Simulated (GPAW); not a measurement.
Two runs for the K K edge of atom 2 in KCaCl3 (Cm). Run A: GPAW, LDA, full core hole (charged cell), 10-atom cell with 7.6 Å between holes, 3×3×3 k points, dipole transitions, Gaussian full width 0.9 eV up to 4 eV, rising linearly to 3.5 eV at 25 eV. Run B differs in one choice.

Energy from the lowest empty level; intensity scaled to a mean of 1 over the first 20 eV:

| E (eV) | A | B |
| --- | --- | --- |
| -2.00 | 0.00 | 0.00 |
| -1.25 | 0.00 | 0.00 |
| -0.50 | 0.00 | 0.00 |
| 0.25 | 0.03 | 0.01 |
| 1.00 | 0.13 | 0.12 |
| 1.75 | 0.03 | 0.11 |
| 2.50 | 0.76 | 0.10 |
| 3.25 | 2.44 | 1.77 |
| 4.00 | 3.32 | 2.52 |
| 4.75 | 1.92 | 3.21 |
| 5.50 | 1.22 | 1.92 |
| 6.25 | 1.19 | 0.81 |
| 7.00 | 0.57 | 0.33 |
| 7.75 | 0.19 | 0.34 |
| 8.50 | 0.14 | 0.29 |
| 9.25 | 0.24 | 0.36 |
| 10.00 | 0.40 | 0.50 |
| 10.75 | 0.70 | 0.68 |
| 11.50 | 1.18 | 1.16 |
| 12.25 | 1.56 | 1.44 |
| 13.00 | 1.61 | 1.41 |
| 13.75 | 1.45 | 1.42 |
| 14.50 | 1.35 | 1.44 |
| 15.25 | 1.36 | 1.39 |
| 16.00 | 1.27 | 1.25 |
| 16.75 | 1.03 | 1.07 |
| 17.50 | 0.81 | 0.92 |
| 18.25 | 0.66 | 0.79 |
| 19.00 | 0.57 | 0.69 |
| 19.75 | 0.56 | 0.66 |
| 20.50 | 0.67 | 0.73 |
| 21.25 | 0.84 | 0.83 |
| 22.00 | 0.97 | 0.91 |
| 22.75 | 1.04 | 0.94 |
| 23.50 | 1.04 | 0.93 |
| 24.25 | 1.04 | 0.92 |
| 25.00 | 1.05 | 0.97 |
| 25.75 | 1.08 | 1.10 |
| 26.50 | 1.13 | 1.26 |
| 27.25 | 1.16 | 1.35 |
| 28.00 | 1.14 | 1.31 |
| 28.75 | 1.06 | 1.14 |
| 29.50 | 0.93 | 0.92 |
| 30.25 | 0.79 | 0.76 |
| 31.00 | 0.69 | 0.68 |

**Question.** What was changed?
a) the broadening
b) the k mesh of the field
c) the k mesh of the spectrum
d) the size of the supercell

(d): run B changes the supercell atoms from 10 to 5. The scaled spectrum changes by 27 % r.m.s. A shift of +0.4 eV leaves 17 %. The highest intensity below 24 eV goes from 4.1 eV (3.36) to 4.6 eV (3.28). Other settings could leave a like mark; this is the one that was changed.

[Hosts, paths, dates, database ids (printed as entryN), source tags and the programs' standing remarks are cut or masked in the printed files.]

[Lists of maxima count a maximum above −3 eV only where it reaches 4 % of the highest in the window and stands out from its surroundings by 2 % of it (1.5 % where it reaches 55 %); shoulders and weaker maxima are passed over, and of the rest the first, up to two pre-edge ones and the few strongest are named.]
